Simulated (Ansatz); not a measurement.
# Generalised stacking fault on (111) (shuffle set) of a GaAs-GaSb solid solution (48 atoms): support functions against a reference, part 3 of 3

Wanted: errors and times of a linear-scaling basis for generalised stacking fault on (111) (shuffle set) of a GaAs-GaSb solid solution (48 atoms). A setting counts as converged where the r.m.s. difference of forces stays under 1 % of the r.m.s. force.

Ansatz 0.2.0; Kohn-Sham DFT, PBE, PAW (set soft_2), plane waves.

The cell: 24 Ga, 10 Sb and 14 As. The host structure and its lattice constant were typed by rule, without a check against the phase diagram. No spin–orbit coupling is included.

So far. Step 11 (Support functions medium, spacing 0.183 Å (grid laid …): Forces differ from the reference by 0.44 meV/Å r.m.s., 0.085 % of their size, well within a tolerance of 1 %; the energy by -1.5 meV/atom. It took 3.4 min and 15 cycles; the reference's time can't be set against it, since the two runs asked for unlike analyses. The two runs also began from different starting densities, which bears on cycles and time.

### Step 12. Other settings

This functional strengthens the gradient correction of exchange, which tends to weaken binding against PBE. Changed here: basis.ecutwfc = "500 eV", hamiltonian.xc = "rpbe" and scf.lower_state_search = "off".

This step: Kohn-Sham DFT, RPBE, PAW (set soft_2), plane waves (Ansatz 0.2.0).

File input.yaml:

```yaml
crystal:
  lattice:
    - [8.2665, 0.0, 0.0]
    - [0.0, 7.159, 0.0]
    - [0.68885, 0.0, 20.24871]
  atoms:
    [... the 48 atom lines of step 2 ...]
kpoints:
  mp_grid: { grid: [2, 2, 1] }
hamiltonian:
  xc: rpbe
scf:
  occupations: { method: fermi_dirac, width: 0.05 }
  lower_state_search: "off"
output:
  forces: true
  stress: true
  populations: intrinsic
  dos:
    method: { smearing: { sigma: 0.08 } }
    de: 0.1
    projected: { site_lists: { As: [As], Ga: [Ga], Sb: [Sb] } }
  eigenvalues: true
basis:
  ecutwfc: "500 eV"
```

Started as:

```bash
$ ansatz run input.yaml --threads 4 --pin off --max-ram 8192MiB --backend cpu --events-out ev --progress --plain --runs-dir out
```

Numbers of over 12 decimals in the logs are rounded to 6 here.

The program printed:

```text
[...]
Crystal: 48 atoms, lattice volume = 1198.316 Å³
Basis set: ecut = 500 eV, 30295 PW (Γ), exchange–correlation on 128×108×300 points (8 copies of the dense FFT grid, shifted against one another)
Bands: 404, of which v1, the nominal top of the filled ones, is band 336 counted from 1 (335 counted from 0)
Symmetry: 1 space group operations
[...]
k-points: 4
[...]
SCF iter   1: F=—  HF=-223934.235488 eV  |F-HF|=—  |Δ(HF+E_count)|=         —  Δρ=3.48e-3  dr2=7.88e-2  ethr=1.77e-3  ⟨swp⟩=6.0  Hψ=5871  notcnv=0  defer=32
[...]
SCF iter   7: F=—  HF=-223934.191511 eV  |F-HF|=—  |Δ(HF+E_count)|=   4.51e-6  Δρ=5.31e-6  dr2=6.29e-7  ethr=3.95e-10  ⟨swp⟩=2.0  Hψ=2628  notcnv=0  defer=223
SCF iter   8: F=-223934.191511 eV  HF=-223934.191511 eV  |F-HF|=1.69e-9  |Δ(HF+E_count)|=   5.04e-7  Δρ=1.70e-6  dr2=8.32e-8  ethr=1.49e-11  ⟨swp⟩=9.5  Hψ=9132  notcnv=0
SCF 1 converged in 8 iterations: F = -223934.191511 eV  dr2 = 8.32e-8
[...]
SCF converged after 8 iterations
Free energy (F): -223934.191511 eV
[...]
Internal energy: -223934.168011 eV  (E = F + TS)
E sigma→0 (E₀):  -223934.179761 eV
Entropy (-TS):   -0.023501 eV (-0.490 meV/atom)
Fermi energy:    8.365424 eV
[...]
Σ components = -223934.191511   (vs F -223934.191511, Δ=0.00e0)
--- Forces (eV/Å), atoms counted from 1 ---
  atom   1  Ga     0.95741914     0.51208624     0.22367708
  atom   2  Sb    -0.32108735     0.11872328    -0.80952943
  atom   3  Ga    -0.80284395     0.75637012     1.00946376
  atom   4  As    -0.08784249     0.04047703    -0.13619030
[...]
atom  48  Sb    -0.13440014     0.24088353    -0.00921048
  max |Σ_I F_I| component: 3.64e-5 eV/Å
--- Stress (GPa, compression-positive) ---
        5.837245       0.131838      -0.964431
        0.131838       5.216989      -0.003522
       -0.964430      -0.003522       4.782381
  P = ⅓ Tr σ = 5.2789 GPa (52.789 kbar)
--- Band table (eV) ---
[...]
--- intrinsic populations: 48 sites ---
  site symbol       q [e]
     0     Ga     13.2374
     1     Sb     14.6462
     2     Ga     13.1470
[...]
47     Sb     14.6328
  spilling = -0.000000 (of n_electrons = 672.000000)
```

Elapsed: 2.2 min, on 4 threads of Arm Neoverse V1, shared host; peak memory 6 GiB.

Forces differ from the reference by 11 meV/Å r.m.s., 2.2 % of their size; the pressure by +1.7 GPa.

Runs without a result: support functions medium, spacing 0.411 Å (grid laid 0.398 Å) (cut at the time limit).

### Step 13. What each setting buys

Each row is set against the plane-wave reference (Kohn-Sham DFT, PBE, PAW (set soft_2), plane waves; r.m.s. force component 0.519 eV/Å). Energies are set beside the reference only for runs with its functional, potentials and electron count. Times are for 4 threads of Arm Neoverse V1, shared host. The reference's time includes the DOS, the stress and grids, which some other runs skip.

| run | Δ force, r.m.s. (meV/Å) | share of r.m.s. force (%) | Δ energy (meV/atom) | Δ pressure (GPa) | cycles | time | host memory (GiB) |
| --- | --- | --- | --- | --- | --- | --- | --- |
| reference | - | - | - | - | 8 | 1.8 min | 5.2 |
| support functions medium | 0.522 | 0.101 | -1.49 | - | 13 | 2.7 min | 3.4 |
| support functions low | 0.541 | 0.104 | -1.49 | - | 12 | 2.5 min | 3.4 |
| support functions high | 0.092 | 0.0178 | -1.45 | - | 18 | 10 min | 5.6 |
| support functions medium, spacing 0.343 Å (grid laid 0.338 Å) | 15.3 | 2.94 | 43.5 | - | 12 | 81 s | 2.1 |
| support functions medium, spacing 0.297 Å (grid laid 0.281 Å) | 5.15 | 0.994 | -4.03 | - | 13 | 94 s | 2.4 |
| support functions medium, spacing 0.263 Å (grid laid 0.239 Å) | 0.615 | 0.119 | -1.80 | - | 13 | 2.2 min | 2.7 |
| support functions medium, spacing 0.206 Å (grid laid 0.199 Å) | 0.448 | 0.0863 | -1.46 | - | 13 | 2.6 min | 3.7 |
| support functions medium, spacing 0.183 Å (grid laid 0.172 Å) | 0.441 | 0.0851 | -1.46 | - | 15 | 3.4 min | 4.4 |
| basis.ecutwfc = "500 eV", hamiltonian.xc = "rpbe" and scf.lower_state_search = "off" | 11.2 | 2.15 | - | 1.73 | 8 | 2.2 min | 6.0 |

### Step 14. What the reference run shows

With the settings judged, the reference run is read for its physics.

Length of the force by element:

| element | coordination | atoms | mean length of the force (eV/Å) | spread | least | most |
| --- | --- | --- | --- | --- | --- | --- |
| As | all | 14 | 0.265 | 0.186 | 0.0569 | 0.685 |
| Ga | all | 24 | 1.17 | 0.338 | 0.0979 | 1.64 |
| Sb | all | 10 | 0.350 | 0.188 | 0.153 | 0.861 |

Löwdin charges by element (they lack the spilled electrons, 0.021 e an atom on average):

| element | coordination | atoms | mean charge (e) | spread | least | most |
| --- | --- | --- | --- | --- | --- | --- |
| As | all | 14 | -0.0287 | 0.0068 | -0.0439 | -0.0176 |
| Ga | all | 24 | -0.102 | 0.0909 | -0.238 | 0.0565 |
| Sb | all | 10 | 0.388 | 0.0102 | 0.365 | 0.403 |

Charge against the make-up of the first shell:

| As neighbours of Ga | atoms | mean charge (e) |
| --- | --- | --- |
| 1 | 6 | -0.23 |
| 2 | 6 | -0.137 |
| 3 | 10 | -0.037 |
| 4 | 2 | 0.056 |

Density of states as counts of states in windows of 1 eV (from the Fermi level), total and the larger projections:

| from (eV) | to (eV) | total | Ga p | As p | Sb p | Ga s | Sb s |
| --- | --- | --- | --- | --- | --- | --- | --- |
| -10 | -9 | 9.0 | 2.3 | 0.1 | 0.1 | 0.7 | 4.5 |
| -9 | -8 | 0.0 | 0.0 | 0.0 | 0.0 | 0.0 | 0.0 |
| -8 | -7 | 1.2 | 0.0 | 0.2 | 0.3 | 0.6 | 0.0 |
| -7 | -6 | 26.2 | 2.0 | 5.5 | 5.1 | 12.0 | 0.6 |
| -6 | -5 | 10.8 | 1.1 | 2.5 | 1.8 | 3.8 | 0.7 |
| -5 | -4 | 6.3 | 0.9 | 1.4 | 1.3 | 1.7 | 0.5 |
| -4 | -3 | 27.4 | 9.7 | 8.9 | 6.3 | 1.5 | 0.4 |
| -3 | -2 | 32.7 | 11.2 | 12.8 | 7.1 | 0.9 | 0.2 |
| -2 | -1 | 31.3 | 9.5 | 13.2 | 7.7 | 0.4 | 0.1 |
| -1 | 0 | 8.0 | 1.8 | 3.6 | 2.3 | 0.1 | 0.0 |
| 0 | 1 | 4.3 | 1.0 | 0.4 | 0.4 | 1.4 | 0.3 |
| 1 | 2 | 22.5 | 7.1 | 3.7 | 2.7 | 4.9 | 0.8 |
| 2 | 3 | 27.3 | 8.1 | 5.2 | 3.3 | 5.3 | 1.2 |
| 3 | 4 | 28.3 | 15.2 | 4.0 | 2.4 | 1.7 | 1.0 |
| 4 | 5 | 34.1 | 15.7 | 5.4 | 3.7 | 1.9 | 0.7 |

Between -26 and -10 eV lie 279 more states.

The stored curve holds about 432 of the 672 electrons; the rest, give or take the few that broadening carries across the Fermi level, lie in deeper levels below its range.

The levels nearest the highest filled one (over half full), pooled over k-points and spins:

| level less the highest filled one (eV) | occupation |
| --- | --- |
| -0.478 | 2 |
| -0.467 | 2 |
| -0.293 | 2.00 |
| -0.232 | 1.99 |
| -0.142 | 1.95 |
| 0 | 1.41 |
| 0.081 | 0.642 |
| 0.336 | 0.006 |
| 0.444 | 0.001 |
| 0.585 | 0 |
| 0.636 | 0 |
| 0.749 | 0 |

Electrostatic potential energy in the ca plane at fractional y = 0.000, with atoms of Ga and As and Sb within 0.2 Å of it. With pseudopotentials it is smooth inside the atoms' cores, unlike the true potential.

Ten even steps from '0' (-16 eV) to '9' (12 eV), each cell a mean:
```
61000037999999999999972000055100003799999999
74000158999999999999984000156100003799999999
87533589999999999999987312477410015899999999
99877889999999999999988767888754457899999999
99998888999988888999887788999988788899988888
99998888999887778999876789999999888899987777
99998888999988788999876789999999888899876667
99888889999998889999887788999999888899987777
97534689999999999999988777899988888999988888
84365379999999999999986322588743368999999999
73799458999999999999984000167437626999999999
73699358999999999999972000057379944899999999
85343379999999999999984000167359935899999999
88655789999999999999987422478633337999999999
99988899999999999999998777899875578999999999
99998888999988888999988889999998888999999889
99998888999887778999988899999999888899998888
99988888999887778999988899999999887899988777
98777789999988888999998889999998888899998878
86312578999999999999998777899876678999999888
72000058999999999999987423588631147899999999
61000037999999999999984000166200005899999999
```
Columns run along c (16.0 Å, from fractional 0.00 to 0.79 of the cell; values clipped at the 3rd and 97th percentile), rows up along a (8.3 Å). Atoms in or near the plane, at fractional coordinates: As at (0.06, 0.50), Sb at (0.06, 0.99), Ga at (0.44, 0.46), As at (0.56, 0.45), Ga at (0.44, 0.96), Sb at (0.56, 0.95).

Valence density in the ca plane at fractional y = 0.000, with atoms of Ga and As and Sb within 0.2 Å of it. It is the smooth field of the valence electrons, not physical close to the nuclei.

Values in e/Å³, 12 rows by 16 columns, each cell a mean:
```
 1  7  0  0  0  0  0  0  9 10  1 12  1  0  0  0
 0  1  0  0  0  0  0  0  1  1  0  2  0  0  0  0
 0  0  0  0  0  0  0  0  0  0  0  0  0  0  0  0
 0  0  0  0  0  0  0  0  0  0  0  0  0  0  0  0
 0  1  0  0  0  0  0  0  0  0  0  0  0  0  0  0
 1 12  0  0  0  0  0  0  2  2  0  3  0  0  0  0
 1  9  0  0  0  0  0  0  9 10  1 16  1  0  0  0
 0  0  0  0  0  0  0  0  1  1  0  2  0  0  0  0
 0  0  0  0  0  0  0  0  0  0  0  0  0  0  0  0
 0  0  0  0  0  0  0  0  0  0  0  0  0  0  0  0
 0  1  0  0  0  0  0  0  0  0  0  0  0  0  0  0
 1  9  0  0  0  0  0  0  2  2  0  3  1  0  0  0
```
Columns run along c (16.0 Å, from fractional 0.00 to 0.79 of the cell), rows up along a (8.3 Å). Atoms in or near the plane, at fractional coordinates: As at (0.06, 0.50), Sb at (0.06, 0.99), Ga at (0.44, 0.46), As at (0.56, 0.45), Ga at (0.44, 0.96), Sb at (0.56, 0.95).

Mean Löwdin charges: As -0.03, Ga -0.10, Sb +0.39 e. Charges this small depend on the projection, at times even in sign. The charge on Ga changes by +0.096 e for each As neighbour that takes the place of another kind, on average. Just under the Fermi level the largest share is As p (44 % of the projected weight), just over it Ga s (35 % of the projected weight).

### Step 15. Distances and neighbours

These statistics describe the geometry on which the runs were made.

Density 5.46 g/cm³, 24.96 Å³ an atom.

Pair distribution functions g(r), in bins of 0.2 Å:

| r (Å) | total | Ga-Ga | Ga-As | Ga-Sb | As-As | As-Sb | Sb-Sb |
| --- | --- | --- | --- | --- | --- | --- | --- |
| 2.50 | 5.95 | 0.00 | 12.00 | 11.80 | 0.00 | 0.00 | 0.00 |
| 2.70 | 0.24 | 0.00 | 0.41 | 0.57 | 0.00 | 0.00 | 0.00 |
| 2.90 | 0.00 | 0.00 | 0.00 | 0.00 | 0.00 | 0.00 | 0.00 |
| 3.10 | 0.00 | 0.00 | 0.00 | 0.00 | 0.00 | 0.00 | 0.00 |
| 3.30 | 0.00 | 0.00 | 0.00 | 0.00 | 0.00 | 0.00 | 0.00 |
| 3.50 | 0.00 | 0.00 | 0.00 | 0.00 | 0.00 | 0.00 | 0.00 |
| 3.70 | 0.00 | 0.00 | 0.00 | 0.00 | 0.00 | 0.00 | 0.00 |
| 3.90 | 0.23 | 0.45 | 0.00 | 0.00 | 0.00 | 0.70 | 0.65 |
| 4.10 | 6.60 | 13.15 | 0.00 | 0.00 | 13.45 | 13.55 | 11.75 |
| 4.30 | 0.09 | 0.00 | 0.16 | 0.22 | 0.00 | 0.00 | 0.00 |
| 4.50 | 0.32 | 0.32 | 0.34 | 0.28 | 0.24 | 0.17 | 0.93 |
| 4.70 | 0.08 | 0.00 | 0.00 | 0.37 | 0.00 | 0.00 | 0.00 |
| 4.90 | 4.51 | 0.00 | 9.30 | 8.63 | 0.00 | 0.00 | 0.00 |
| 5.10 | 0.19 | 0.00 | 0.27 | 0.52 | 0.00 | 0.00 | 0.00 |
| 5.30 | 0.10 | 0.23 | 0.00 | 0.00 | 0.17 | 0.12 | 0.33 |
| 5.50 | 0.07 | 0.00 | 0.10 | 0.14 | 0.00 | 0.00 | 0.32 |
| 5.70 | 0.00 | 0.00 | 0.00 | 0.00 | 0.00 | 0.00 | 0.00 |
| 5.90 | 1.60 | 3.10 | 0.04 | 0.17 | 2.99 | 3.59 | 1.95 |
| 6.10 | 0.09 | 0.00 | 0.22 | 0.10 | 0.00 | 0.00 | 0.00 |
| 6.30 | 2.68 | 0.17 | 5.15 | 5.25 | 0.12 | 0.09 | 0.47 |
| 6.50 | 0.19 | 0.15 | 0.27 | 0.14 | 0.11 | 0.08 | 0.44 |
| 6.70 | 0.11 | 0.07 | 0.13 | 0.09 | 0.11 | 0.07 | 0.42 |
| 6.90 | 0.21 | 0.41 | 0.03 | 0.13 | 0.20 | 0.42 | 0.00 |
| 7.10 | 4.12 | 7.97 | 0.14 | 0.28 | 8.60 | 7.91 | 7.59 |
| 7.30 | 0.30 | 0.46 | 0.19 | 0.19 | 0.36 | 0.31 | 0.53 |
| 7.50 | 1.51 | 0.12 | 2.92 | 2.84 | 0.09 | 0.06 | 0.51 |
| 7.70 | 1.01 | 0.11 | 1.98 | 1.81 | 0.00 | 0.17 | 0.16 |
| 7.90 | 0.20 | 0.21 | 0.20 | 0.16 | 0.15 | 0.32 | 0.00 |

Bonds by pair of elements; cutoffs follow the first minimum of g(r), held within bounds set by covalent radii, and pairs that aren't listed don't count as bonded:

| pair A-B | cutoff (Å) | bonds | mean length (Å) | spread (Å) | shortest (Å) | B about A | A about B |
| --- | --- | --- | --- | --- | --- | --- | --- |
| Ga-As | 2.98 | 56 | 2.53 | 0.02 | 2.50 | 2.33 | 4 |
| Ga-Sb | 3.05 | 40 | 2.54 | 0.023 | 2.50 | 1.67 | 4 |

How many atoms have how many bonded neighbours:

| element | mean | 4 |
| --- | --- | --- |
| As | 4 | 14 |
| Ga | 4 | 24 |
| Sb | 4 | 10 |

Rings of the network by King's shortest-path rule, up to 12 atoms, one path for each pair of neighbours; H, halogens, alkali and alkaline-earth atoms are left out, and the last column divides by all other atoms, bonded or not:

| ring size (atoms) | rings | per network atom |
| --- | --- | --- |
| 6 | 94 | 1.96 |

Counting bonds as in the table, all As atoms have 4, all Ga atoms have 4 and all Sb atoms have 4 bonded neighbours. All rings counted have 6 atoms.

The surroundings of Ga9, picked at random, nearest first, numbered as they follow in the input and with coordinates relative to it.

| atom | x | y | z | distance (Å) | bonds | Löwdin charge (e) | Fx | Fy | Fz (eV/Å) |
| --- | --- | --- | --- | --- | --- | --- | --- | --- | --- |
| Ga9 | 0.00 | 0.00 | 0.00 | 0.00 | 4 | -0.24 | 0.52 | -0.09 | 1.38 |
| Sb48 | -2.05 | 1.18 | -0.86 | 2.52 | 4 | 0.39 | -0.12 | 0.24 | 0.00 |
| Sb38 | 0.00 | -2.38 | -0.87 | 2.53 | 4 | 0.40 | 0.07 | 0.00 | 0.32 |
| Sb40 | 2.06 | 1.20 | -0.85 | 2.53 | 4 | 0.40 | 0.26 | -0.05 | -0.05 |
| As10 | 0.69 | 0.00 | 2.51 | 2.61 | 4 | -0.04 | -0.67 | 0.02 | -0.14 |
| Ga7 | -1.37 | -1.22 | 3.36 | 3.83 | 4 | -0.03 | 1.06 | -0.45 | 0.30 |
| Ga21 | -4.11 | 0.00 | 0.00 | 4.11 | 4 | -0.22 | -0.07 | -1.12 | 0.00 |
| Ga5 | -2.06 | 3.58 | -0.02 | 4.13 | 4 | -0.13 | -0.64 | 0.44 | 0.86 |
| Ga5 | -2.06 | -3.58 | -0.02 | 4.13 | 4 | -0.13 | -0.64 | 0.44 | 0.86 |
| Ga37 | -0.01 | -2.38 | -3.38 | 4.13 | 4 | -0.14 | -0.75 | -0.55 | -1.07 |

The column of bonds counts only the pairs Ga-As within 2.98 Å, Ga-Sb within 3.05 Å; other neighbours, such as metal atoms beside each other in a compound, aren't counted, and periodic images can show an atom twice.

### Step 16. What came out

| Quantity | Value |
| --- | --- |
| free energy per atom | -4658.9810 eV/atom |
| density | 5.46 g/cm³ |
| pressure | 3.548 GPa |
| r.m.s. force component | 0.5185 eV/Å |
| wall time of the 11 DFT runs | 32 min |

**Reading.** Against plane waves at 420 eV, the forces differ by 0.52 meV/Å (0.10 %) with support functions medium, and by 0.092 meV/Å in the closest run (support functions high). At 48 atoms the fastest of the runs at a preset level, support functions low, takes roughly 1.4 times the time of plane waves (whose run also made extra analyses, so the like-for-like ratio is larger), in 12 SCF cycles against 8. Differences between support functions and plane waves include what basis error the plane-wave run still has. As the typed spacing goes from 0.183 to 0.343 Å, the force difference goes from 0.44 to 15 meV/Å, and the time from 3.4 min to 81 s.

Counting bands leaves a spacing of only 0.081 eV (on the run's k-points), which the smearing bridges: 3 levels are partly filled by over 2 %, so a gap, if any, is small at this level. Counting bonds as in the table, all As atoms have 4, all Ga atoms have 4 and all Sb atoms have 4 bonded neighbours.

Caveats: The geometry was built by rule, was displaced at random and isn't relaxed at this level: its force components are 0.52 eV/Å r.m.s. The pressure of 3.5 GPa belongs to a cell and atoms that aren't relaxed at this level.

[Logs are printed without paths, hosts, clocks, repeated set-up lines and the standing remarks that a program may print on its own settings, such as how far it seeks lower states.]

[Hosts, paths, dates, database ids (printed as entryN), source tags and the programs' standing remarks are cut or masked in the printed files.]
